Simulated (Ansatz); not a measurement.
# Au(111) with 4 thermally displaced layers, 2x2: scattering by thermal displacements

Wanted: the phonon-limited resistivity of Au at 900 K by the Landauer route.

Main program and level: Ansatz 0.2.0; Ansatz plane-wave DFT, PBE, PAW files; ballistic transport by layer matching (Landauer), zero bias; PAW set soft_1.

### 1. The starting structure

The cell holds 40 atoms: 40 Au. Its edges and angles: a = 5.768 Å, b = 5.768 Å, c = 23.605 Å, α = 93.5°, β = 86.5°, γ = 120.0°. It derives from Au. Regions: lead, 24 atoms (24 Au); scattering region, 16 atoms (16 Au). The structure is stacked along c, and the current runs across the ab planes.

### 2. With 4 displaced layers

Each atom of 4 layers is moved at random, by amounts drawn from a normal law 0.1564 Å wide in each direction from the Debye model (165 K) at 900 K. The layers about the cell's end stay perfect and serve as the lead. Disorder leaves little or no symmetry, which makes such runs dear. Energies from -0.05 to 0.05 eV in steps of 0.05 eV are too few for the program's thermal sum, so it prints no conductance; for a metal the transmission near the Fermi level serves, at a fraction of the cost.

File input.yaml:

```yaml
crystal:
  lattice:
    - [5.7675164607, 0.0, 0.0]
    - [-2.8837582304, 4.9948157718, 0.0]
    - [1.4418791152, -0.8324692953, 23.5457873532]
  atoms:
    - { symbol: Au, position: [0.9916666667, 0.0083333333, 0.05] }
    - { symbol: Au, position: [0.9916666667, 0.5083333333, 0.05] }
    - { symbol: Au, position: [0.4916666667, 0.0083333333, 0.05] }
    - { symbol: Au, position: [0.4916666667, 0.5083333333, 0.05] }
    - { symbol: Au, position: [0.1416666667, 0.3583333333, 0.15] }
    - { symbol: Au, position: [0.1416666667, 0.8583333333, 0.15] }
    - { symbol: Au, position: [0.6416666667, 0.3583333333, 0.15] }
    - { symbol: Au, position: [0.6416666667, 0.8583333333, 0.15] }
    - { symbol: Au, position: [0.2916666667, 0.2083333333, 0.25] }
    - { symbol: Au, position: [0.2916666667, 0.7083333333, 0.25] }
    - { symbol: Au, position: [0.7916666667, 0.2083333333, 0.25] }
    - { symbol: Au, position: [0.7916666667, 0.7083333333, 0.25] }
    - { symbol: Au, position: [0.8863741132, 0.019202295, 0.3413523048] }
    - { symbol: Au, position: [0.9492106221, 0.6018660706, 0.3393665023] }
    - { symbol: Au, position: [0.4874106797, 0.0974597648, 0.3476395697] }
    - { symbol: Au, position: [0.4287097493, 0.5744563992, 0.3580652496] }
    - { symbol: Au, position: [0.1622968296, 0.4380141684, 0.4605838852] }
    - { symbol: Au, position: [0.0676797283, 0.8790638953, 0.4385798749] }
    - { symbol: Au, position: [0.5544882068, 0.3971701688, 0.4512815782] }
    - { symbol: Au, position: [0.5689561948, 0.9337656584, 0.4493157053] }
    - { symbol: Au, position: [0.2100423016, 0.2366134798, 0.5634183462] }
    - { symbol: Au, position: [0.2332560682, 0.7291692393, 0.5436650967] }
    - { symbol: Au, position: [0.7811216499, 0.2415444994, 0.5578935693] }
    - { symbol: Au, position: [0.7423749557, 0.6870665367, 0.5589711258] }
    - { symbol: Au, position: [0.8696495091, 0.0737943777, 0.6463886235] }
    - { symbol: Au, position: [0.9122548173, 0.6205110589, 0.6528256194] }
    - { symbol: Au, position: [0.3903724286, 0.15003566, 0.6599748719] }
    - { symbol: Au, position: [0.4549499926, 0.6417478802, 0.6625791636] }
    - { symbol: Au, position: [0.0416666667, 0.4583333333, 0.75] }
    - { symbol: Au, position: [0.0416666667, 0.9583333333, 0.75] }
    - { symbol: Au, position: [0.5416666667, 0.4583333333, 0.75] }
    - { symbol: Au, position: [0.5416666667, 0.9583333333, 0.75] }
    - { symbol: Au, position: [0.1916666667, 0.3083333333, 0.85] }
    - { symbol: Au, position: [0.1916666667, 0.8083333333, 0.85] }
    - { symbol: Au, position: [0.6916666667, 0.3083333333, 0.85] }
    - { symbol: Au, position: [0.6916666667, 0.8083333333, 0.85] }
    - { symbol: Au, position: [0.8416666667, 0.1583333333, 0.95] }
    - { symbol: Au, position: [0.8416666667, 0.6583333333, 0.95] }
    - { symbol: Au, position: [0.3416666667, 0.1583333333, 0.95] }
    - { symbol: Au, position: [0.3416666667, 0.6583333333, 0.95] }
kpoints:
  mp_grid: { grid: [5, 5, 1] }
hamiltonian:
  xc: pbe
  pseudopotentials: { kind: paw, azcp: { folder: soft_1 } }
scf:
  occupations: { method: fermi_dirac, width: 0.1 }
output:
  transmission:
    leads: [[0, 4]]
    kmesh: [10, 10]
    e_range: [-0.05, 0.05]
    de: 0.05
  write_potential: true
  write_density: true
  volumetric_format: npy
```

The run is started by

```sh
$ ansatz run input.yaml --threads 4 --pin off --max-ram 15360MiB --backend cpu --events-out ev --progress --plain --runs-dir out
```

Numbers of over 12 decimals in the logs are rounded to 6 here.

The log of the run:

```text
Engine: ansatz 0.2.0, aarch64-unknown-linux-gnu
Pseudopotentials: kind: paw
Pseudopotential: Au, paw, valence charge 19, recommended cutoff 420 eV (normal), soft_1/Au.paw.azcp
Functional definition: PBE
  parameter kappa = 0.804
  parameter beta = 0.066725
  exchange = pbe_x(kappa = kappa, mu = beta*pi^2/3)
  correlation = pbe_c(beta = beta)
Crystal: 40 atoms, lattice volume = 678.300 Å³
Basis set: ecut = 420 eV, 13321 PW (Γ)
Bands: 456, of which v1, the nominal top of the filled ones, is band 380 counted from 1 (379 counted from 0)
Symmetry: 1 space group operations
Space group: P1 (ITA 1), of the structure as read, at distance tolerance 8.8e-5 Å
k-points: 13 of 25 (time reversal used)
Non-local potential: Au, projectors of the file, l = 0: 3, l = 1: 2, l = 2: 2, l = 3: 1
PAW form: soft (Blöchl's): semilocal exchange-correlation on the pseudo side does not see the compensation charge
PAW one-centre angular grid: Au, 590 points (default); XC on 64 Gauss nodes
Initial density: superposition of atomic densities (chi_scale 0.1, normalization cell)
Initial wavefunctions: pseudopotential atomic-orbital guess
Functional: x = pbe(κ = 0.804, μ = 0.219515), c = pbe(β = 0.066725)
SCF iter   1: F=—  HF=-526050.641293 eV  |F-HF|=—  |Δ(HF+E_count)|=         —  Δρ=6.72e-2  dr2=3.36e1  ethr=3.10e-3  ⟨swp⟩=4.0  Hψ=17603  notcnv=0  defer=177
preconditioner: auto → Kerker (q_TF=auto, 2.781 Å⁻¹)  [metal: Δε(μ)=0.022 eV  Ē_g=10.246 eV  σ=0.100 eV  W_gap=0.05  n_scr=260 (ndim 8)  ℏωp=29.9 eV  f_vac=0.000  D(μ)=16.99/eV (n_scr^D=92)]
SCF iter   2: F=—  HF=-526042.689298 eV  |F-HF|=—  |Δ(HF+E_count)|=    7.95e0  Δρ=3.10e-2  dr2=6.89e0  ethr=3.10e-3  ⟨swp⟩=3.0  Hψ=9876  notcnv=0  defer=712
SCF iter   3: F=—  HF=-526040.747509 eV  |F-HF|=—  |Δ(HF+E_count)|=    1.94e0  Δρ=7.35e-3  dr2=2.34e-1  ethr=9.07e-4  ⟨swp⟩=2.0  Hψ=8259  notcnv=0  defer=712
SCF iter   4: F=—  HF=-526040.806388 eV  |F-HF|=—  |Δ(HF+E_count)|=   5.89e-2  Δρ=1.35e-3  dr2=1.27e-2  ethr=3.08e-5  ⟨swp⟩=2.2  Hψ=11776  notcnv=0  defer=712
SCF iter   5: F=—  HF=-526040.809958 eV  |F-HF|=—  |Δ(HF+E_count)|=   3.57e-3  Δρ=3.80e-4  dr2=2.63e-3  ethr=1.67e-6  ⟨swp⟩=2.5  Hψ=8377  notcnv=0  defer=712
SCF iter   6: F=—  HF=-526040.810103 eV  |F-HF|=—  |Δ(HF+E_count)|=   1.45e-4  Δρ=1.40e-4  dr2=4.62e-4  ethr=3.46e-7  ⟨swp⟩=1.0  Hψ=5214  notcnv=0  defer=712
SCF iter   7: F=—  HF=-526040.810094 eV  |F-HF|=—  |Δ(HF+E_count)|=   9.43e-6  Δρ=5.52e-5  dr2=8.98e-5  ethr=6.08e-8  ⟨swp⟩=2.2  Hψ=7926  notcnv=0  defer=712
SCF iter   8: F=—  HF=-526040.810442 eV  |F-HF|=—  |Δ(HF+E_count)|=   3.49e-4  Δρ=1.74e-5  dr2=1.68e-5  ethr=1.18e-8  ⟨swp⟩=2.2  Hψ=8071  notcnv=0  defer=712
SCF iter   9: F=—  HF=-526040.810442 eV  |F-HF|=—  |Δ(HF+E_count)|=   3.33e-7  Δρ=7.29e-6  dr2=2.40e-6  ethr=2.21e-9  ⟨swp⟩=1.0  Hψ=5214  notcnv=0  defer=712
SCF iter  10: F=—  HF=-526040.810442 eV  |F-HF|=—  |Δ(HF+E_count)|=   8.65e-8  Δρ=3.20e-6  dr2=1.49e-7  ethr=3.16e-10  ⟨swp⟩=1.0  Hψ=5214  notcnv=0  defer=712
SCF iter  11: F=-526040.810442 eV  HF=-526040.810442 eV  |F-HF|=2.25e-8  |Δ(HF+E_count)|=   8.38e-9  Δρ=1.04e-6  dr2=2.81e-8  ethr=1.32e-11  ⟨swp⟩=8.2  Hψ=21858  notcnv=0
SCF 1 converged in 11 iterations: F = -526040.810442 eV  dr2 = 2.81e-8
  greatest PAW one-centre occupation: 1.000 electrons in one spin orbital (limit 2), on the Au atom at site 34 (counted from 0), in its partial waves of l = 0
transmission: 162 of 1560 steps passed
transmission: 315 of 1560 steps passed
[...]
transmission: 1560 of 1560 steps passed
SCF converged after 11 iterations
Free energy (F): -526040.810442 eV
Harris-Foulkes:  -526040.810442 eV  (|F-HF|=2.25e-8)
Internal energy: -526040.355975 eV  (E = F + TS)
E sigma→0 (E₀):  -526040.583208 eV
Entropy (-TS):   -0.454467 eV (-11.362 meV/atom)
Fermi energy:    20.734584 eV
--- Per-component energies (eV) ---
  E_band       = -8268.693438
  E_kinetic    = 23170.928327
  E_local      = -69729.278579  (includes V_loc(G=0)·N_el)
  E_nonlocal   = 3922.862719
  E_hartree    = 30352.357927
  E_xc         = -8633.328771
  E_vxc        = -10488.360566  (∫ρ·V_xc dr)
  E_paw        = -389268.077519  (= ΣΔE_a)
  E_vpaw       = -15849.621685  (= ΣTr[D̂ρ^β])
  E_aug_tail   = 0.066787  (compensation charges beyond the density's cutoff)
  E_ewald      = -115855.886864
  E_smearing   = -0.454467  (= −TS)
  E_closure    = 0.000000  (closes the sum)
  Σ components = -526040.810442   (vs F -526040.810442, Δ=0.00e0)
--- Band table (eV; the first three rows and the last of 13) ---
  k-point 0: bands = [... 376 lower, 20.8428, 21.1479, 21.2036, 21.2456, 21.3121, 21.4621, 21.5269, 21.5960, ... 72 higher]
  k-point 1: bands = [... 376 lower, 20.3460, 20.4484, 20.5084, 20.6426, 20.7551, 20.8580, 20.9727, 21.0820, ... 72 higher]
  k-point 2: bands = [... 376 lower, 20.4866, 20.5060, 20.5604, 20.6518, 20.7186, 20.8034, 20.8845, 21.1223, ... 72 higher]
  k-point 12: bands = [... 376 lower, 19.5757, 20.2668, 20.3875, 20.6816, 20.7587, 20.8512, 21.2389, 22.1856, ... 72 higher]
--- Transmission ---
  basis      : 253 plane waves across, 30 finite elements along
  points     : 52, standing for a mesh of 10 x 10
  energies   : 3 from -0.050000 to 0.050000 eV about the Fermi level, 0.050000 eV apart; the leads are filled to 0.000000 eV, and channels, transmission and decay are at 0.000000 eV
  crystal 0  : Au4, at the sites [0, 4], period 2.3546 Å, over 14.13 Å; its Hamiltonian steps by up to 14.7 meV
    offset         : up to 0.0000 Å between an atom of the period and one for which it stands
    channels       : 3.210000e0 a spin
    conductance    : none, the energies end too early or step too widely for 300 K: set another output.transmission.e_range or a lower de, or, where they end at an eighth of basis.ecutwfc, a higher one
  junction   : crystal 0 to crystal 0, 0.70 to 21.89 Å
    transmission   : 2.830680e0 a spin
    conductance    : none, the energies end too early or step too widely for 300 K: set another output.transmission.e_range or a lower de, or, where they end at an eighth of basis.ecutwfc, a higher one
```

Elapsed: 13 min, on 4 threads of Arm Neoverse V2, shared host; peak memory 6.5 GiB; 44 min of CPU time.

The column dr2 measures how far the density is from self-consistency, as an energy; F and HF (Harris–Foulkes) agree once it is small.

Numbers from this step:

```
free energy                                    : -526040.8104 eV
energy at zero smearing                        : -526040.5832 eV
Fermi energy                                   : 20.73 eV
cell area                                      : 28.81 Å²
transmission per spin nearest the Fermi level  : 2.831
open channels per spin nearest the Fermi level : 3.21
step of the lead's potential                   : 14.7 meV
```

Per spin. Transmission, zone mean against energy, zero at the Fermi level:

| energy (eV) | transmission, zone mean |
| --- | --- |
| -0.0500 | 2.81 |
| 0.0000 | 2.83 |
| 0.0500 | 2.85 |

Per spin. The open channels, zone mean, lead stays at 3.21 for energy from -0.05 to 0.05 eV.

Transmission over k1 and k2. At 0.0000 eV from the Fermi level.

Values, 10 rows by 10 columns:
```
2.92 2.76 2.95 2.96 2.91 2.91 2.80 2.90 2.91 2.94
2.95 2.93 2.73 2.93 2.92 2.87 2.79 2.90 2.90 2.92
2.94 2.97 2.96 2.55 2.72 2.65 2.84 2.93 2.93 2.91
2.89 2.93 2.96 2.87 1.75 2.19 2.84 2.92 2.93 2.89
3.08 3.10 3.05 2.63 2.23 2.21 2.23 2.63 3.05 3.10
2.89 2.89 2.93 2.92 2.84 2.19 1.75 2.87 2.96 2.93
2.94 2.91 2.93 2.93 2.84 2.65 2.72 2.55 2.96 2.97
2.95 2.92 2.90 2.90 2.79 2.87 2.92 2.93 2.73 2.93
2.92 2.94 2.91 2.90 2.80 2.91 2.91 2.96 2.95 2.76
2.76 2.94 2.95 2.93 2.85 2.91 2.85 2.93 2.95 2.94
```
Columns: k1 (b1) from -0.5 to 0.4; rows upwards: k2 (b2) from -0.5 to 0.4.

Open channels over k1 and k2. At 0.0000 eV from the Fermi level.

Values, 10 rows by 10 columns:
```
3.00 4.00 3.00 3.00 3.00 4.00 3.00 3.00 3.00 3.00
3.00 3.00 4.00 3.00 3.00 4.00 3.00 3.00 3.00 3.00
3.00 3.00 3.00 4.00 3.00 4.00 3.00 3.00 3.00 3.00
3.00 3.00 3.00 3.00 3.00 3.00 3.00 3.00 3.00 3.00
4.00 4.00 4.00 4.00 3.00 3.00 3.00 4.00 4.00 4.00
3.00 3.00 3.00 3.00 3.00 3.00 3.00 3.00 3.00 3.00
3.00 3.00 3.00 3.00 3.00 4.00 3.00 4.00 3.00 3.00
3.00 3.00 3.00 3.00 3.00 4.00 3.00 3.00 4.00 3.00
3.00 3.00 3.00 3.00 3.00 4.00 3.00 3.00 3.00 4.00
4.00 3.00 3.00 3.00 3.00 4.00 3.00 3.00 3.00 3.00
```
Columns: k1 (b1) from -0.5 to 0.4; rows upwards: k2 (b2) from -0.5 to 0.4.

Over the solved energies the transmission per spin lies between 2.81 and 2.85, out of 3.21 channels of the lead on average (up to 3.21).

### 3. With 8 displaced layers

Each atom of 8 layers is moved at random, by amounts drawn from a normal law 0.1564 Å wide in each direction from the Debye model (165 K) at 900 K. A fresh draw is used; the growth of the resistance with length is what counts.

System of this step: Au(111) with 8 thermally displaced layers, 2x2. The cell holds 56 atoms: 56 Au. Cell: a = 5.768 Å, b = 5.768 Å, c = 33.006 Å, α = 87.5°, β = 92.5°, γ = 120.0°. It derives from Au. Regions: lead, 24 atoms (24 Au); scattering region, 32 atoms (32 Au). The structure is stacked along c, and the current runs across the ab planes.

File input.yaml:

```yaml
crystal:
  lattice:
    - [5.7675164607, 0.0, 0.0]
    - [-2.8837582304, 4.9948157718, 0.0]
    - [-1.4418791152, 0.8324692953, 32.9641022945]
  atoms:
    - { symbol: Au, position: [0.005952381, 0.994047619, 0.0357142857] }
    - { symbol: Au, position: [0.005952381, 0.494047619, 0.0357142857] }
    - { symbol: Au, position: [0.505952381, 0.994047619, 0.0357142857] }
    - { symbol: Au, position: [0.505952381, 0.494047619, 0.0357142857] }
    - { symbol: Au, position: [0.1845238095, 0.3154761905, 0.1071428571] }
    - { symbol: Au, position: [0.1845238095, 0.8154761905, 0.1071428571] }
    - { symbol: Au, position: [0.6845238095, 0.3154761905, 0.1071428571] }
    - { symbol: Au, position: [0.6845238095, 0.8154761905, 0.1071428571] }
    - { symbol: Au, position: [0.3630952381, 0.1369047619, 0.1785714286] }
    - { symbol: Au, position: [0.3630952381, 0.6369047619, 0.1785714286] }
    - { symbol: Au, position: [0.8630952381, 0.1369047619, 0.1785714286] }
    - { symbol: Au, position: [0.8630952381, 0.6369047619, 0.1785714286] }
    - { symbol: Au, position: [0.1101517514, 0.9796824487, 0.25417953] }
    - { symbol: Au, position: [0.066763348, 0.4749124437, 0.2540945434] }
    - { symbol: Au, position: [0.4906544011, 0.9478116319, 0.2523140032] }
    - { symbol: Au, position: [0.4632228865, 0.4119460248, 0.2575155957] }
    - { symbol: Au, position: [0.1845532459, 0.2649296472, 0.3232078374] }
    - { symbol: Au, position: [0.1934534038, 0.7532238271, 0.3189807492] }
    - { symbol: Au, position: [0.6996989491, 0.2614676945, 0.3222935613] }
    - { symbol: Au, position: [0.7707408812, 0.7896310398, 0.3291353587] }
    - { symbol: Au, position: [0.4324116096, 0.1268992042, 0.3956398036] }
    - { symbol: Au, position: [0.3975450912, 0.6141498244, 0.3942940024] }
    - { symbol: Au, position: [0.8808228934, 0.1241568007, 0.3955973751] }
    - { symbol: Au, position: [0.8979765509, 0.5857903174, 0.3803664688] }
    - { symbol: Au, position: [0.1143416466, 0.9221396887, 0.453957793] }
    - { symbol: Au, position: [0.0845900972, 0.4001824101, 0.4675438361] }
    - { symbol: Au, position: [0.592557563, 0.9579414312, 0.4653929324] }
    - { symbol: Au, position: [0.5882782059, 0.4263399408, 0.470122775] }
    - { symbol: Au, position: [0.2397852122, 0.2803437125, 0.5389814351] }
    - { symbol: Au, position: [0.2405330801, 0.7443274733, 0.5335964167] }
    - { symbol: Au, position: [0.7717422671, 0.2740204859, 0.5324922168] }
    - { symbol: Au, position: [0.7913264597, 0.7729908487, 0.5387369113] }
    - { symbol: Au, position: [0.4763142671, 0.0626754754, 0.6104292172] }
    - { symbol: Au, position: [0.5020523647, 0.5664793626, 0.6064827428] }
    - { symbol: Au, position: [0.9433353562, 0.0843289606, 0.6042105754] }
    - { symbol: Au, position: [0.8995828367, 0.5113735681, 0.6021649662] }
    - { symbol: Au, position: [0.0669047553, 0.8509416203, 0.6764647106] }
    - { symbol: Au, position: [0.1248513362, 0.3759557445, 0.6722952235] }
    - { symbol: Au, position: [0.6212085887, 0.8933190927, 0.6719227344] }
    - { symbol: Au, position: [0.599818688, 0.3538043932, 0.6755715495] }
    - { symbol: Au, position: [0.2838501984, 0.2346622613, 0.7460817664] }
    - { symbol: Au, position: [0.2865978234, 0.7131817411, 0.7548916141] }
    - { symbol: Au, position: [0.8086270004, 0.1754503101, 0.7556134235] }
    - { symbol: Au, position: [0.8192525339, 0.7448828601, 0.7549920772] }
    - { symbol: Au, position: [0.4702380952, 0.0297619048, 0.8214285714] }
    - { symbol: Au, position: [0.4702380952, 0.5297619048, 0.8214285714] }
    - { symbol: Au, position: [0.9702380952, 0.0297619048, 0.8214285714] }
    - { symbol: Au, position: [0.9702380952, 0.5297619048, 0.8214285714] }
    - { symbol: Au, position: [0.1488095238, 0.8511904762, 0.8928571429] }
    - { symbol: Au, position: [0.1488095238, 0.3511904762, 0.8928571429] }
    - { symbol: Au, position: [0.6488095238, 0.8511904762, 0.8928571429] }
    - { symbol: Au, position: [0.6488095238, 0.3511904762, 0.8928571429] }
    - { symbol: Au, position: [0.3273809524, 0.1726190476, 0.9642857143] }
    - { symbol: Au, position: [0.3273809524, 0.6726190476, 0.9642857143] }
    - { symbol: Au, position: [0.8273809524, 0.1726190476, 0.9642857143] }
    - { symbol: Au, position: [0.8273809524, 0.6726190476, 0.9642857143] }
kpoints:
  mp_grid: { grid: [5, 5, 1] }
hamiltonian:
  xc: pbe
  pseudopotentials: { kind: paw, azcp: { folder: soft_1 } }
scf:
  occupations: { method: fermi_dirac, width: 0.1 }
output:
  transmission:
    leads: [[0, 4]]
    kmesh: [10, 10]
    e_range: [-0.05, 0.05]
    de: 0.05
  write_potential: true
  write_density: true
  volumetric_format: npy
```

The log of the run:

```text
[...]
Crystal: 56 atoms, lattice volume = 949.619 Å³
Basis set: ecut = 420 eV, 18659 PW (Γ)
Bands: 639, of which v1, the nominal top of the filled ones, is band 532 counted from 1 (531 counted from 0)
Symmetry: 1 space group operations
[...]
k-points: 13 of 25 (time reversal used)
[...]
SCF iter   1: F=—  HF=-736467.347397 eV  |F-HF|=—  |Δ(HF+E_count)|=         —  Δρ=6.70e-2  dr2=4.66e1  ethr=3.10e-3  ⟨swp⟩=4.0  Hψ=24667  notcnv=0  defer=275
[...]
SCF iter  11: F=-736453.674687 eV  HF=-736453.674688 eV  |F-HF|=6.36e-8  |Δ(HF+E_count)|=   2.91e-9  Δρ=1.10e-6  dr2=7.29e-8  ethr=9.40e-12  ⟨swp⟩=8.2  Hψ=30737  notcnv=0
SCF 1 converged in 11 iterations: F = -736453.674687 eV  dr2 = 7.29e-8
[...]
transmission: 230 of 2288 steps passed
transmission: 458 of 2288 steps passed
[...]
transmission: 2288 of 2288 steps passed
SCF converged after 11 iterations
Free energy (F): -736453.674687 eV
[...]
Internal energy: -736453.026207 eV  (E = F + TS)
E sigma→0 (E₀):  -736453.350447 eV
Entropy (-TS):   -0.648481 eV (-11.580 meV/atom)
Fermi energy:    20.738737 eV
[...]
--- Band table (eV; the first three rows and the last of 13) ---
  k-point 0: bands = [... 528 lower, 20.9100, 21.1266, 21.2387, 21.2999, 21.3372, 21.3914, 21.4556, 21.5381, ... 103 higher]
  k-point 1: bands = [... 528 lower, 20.4409, 20.5125, 20.6012, 20.6999, 20.7525, 20.8239, 20.8787, 20.9383, ... 103 higher]
  k-point 2: bands = [... 528 lower, 20.5093, 20.5399, 20.5976, 20.6217, 20.7402, 20.8073, 20.9355, 20.9697, ... 103 higher]
  k-point 12: bands = [... 528 lower, 19.9238, 19.9810, 20.2509, 20.8103, 20.9710, 21.1239, 21.2216, 21.2962, ... 103 higher]
--- Transmission ---
  basis      : 253 plane waves across, 44 finite elements along
  points     : 52, standing for a mesh of 10 x 10
[...]
channels       : 3.210000e0 a spin
[...]
junction   : crystal 0 to crystal 0, 0.70 to 31.31 Å
    transmission   : 2.657667e0 a spin
[...]
```

Wall time 20 min (4 threads); peak memory 8.1 GiB.

Numbers from this step:

| Quantity | Value |
| --- | --- |
| free energy | -736453.6747 eV |
| energy at zero smearing | -736453.3504 eV |
| Fermi energy | 20.74 eV |
| transmission per spin nearest the Fermi level | 2.658 |
| step of the lead's potential | 14.6 meV |

Per spin. Transmission, zone mean against energy, zero at the Fermi level:

| energy (eV) | transmission, zone mean |
| --- | --- |
| -0.0500 | 2.64 |
| 0.0000 | 2.66 |
| 0.0500 | 2.67 |

Over the solved energies the transmission per spin lies between 2.64 and 2.67, out of 3.21 channels of the lead on average (up to 3.21).

(Continued in part 2 of 2.)

[Logs are printed without paths, hosts, clocks, repeated set-up lines and the standing remarks that a program may print on its own settings, such as how far it seeks lower states.]

[Hosts, paths, dates, database ids (printed as entryN), source tags and the programs' standing remarks are cut or masked in the printed files.]
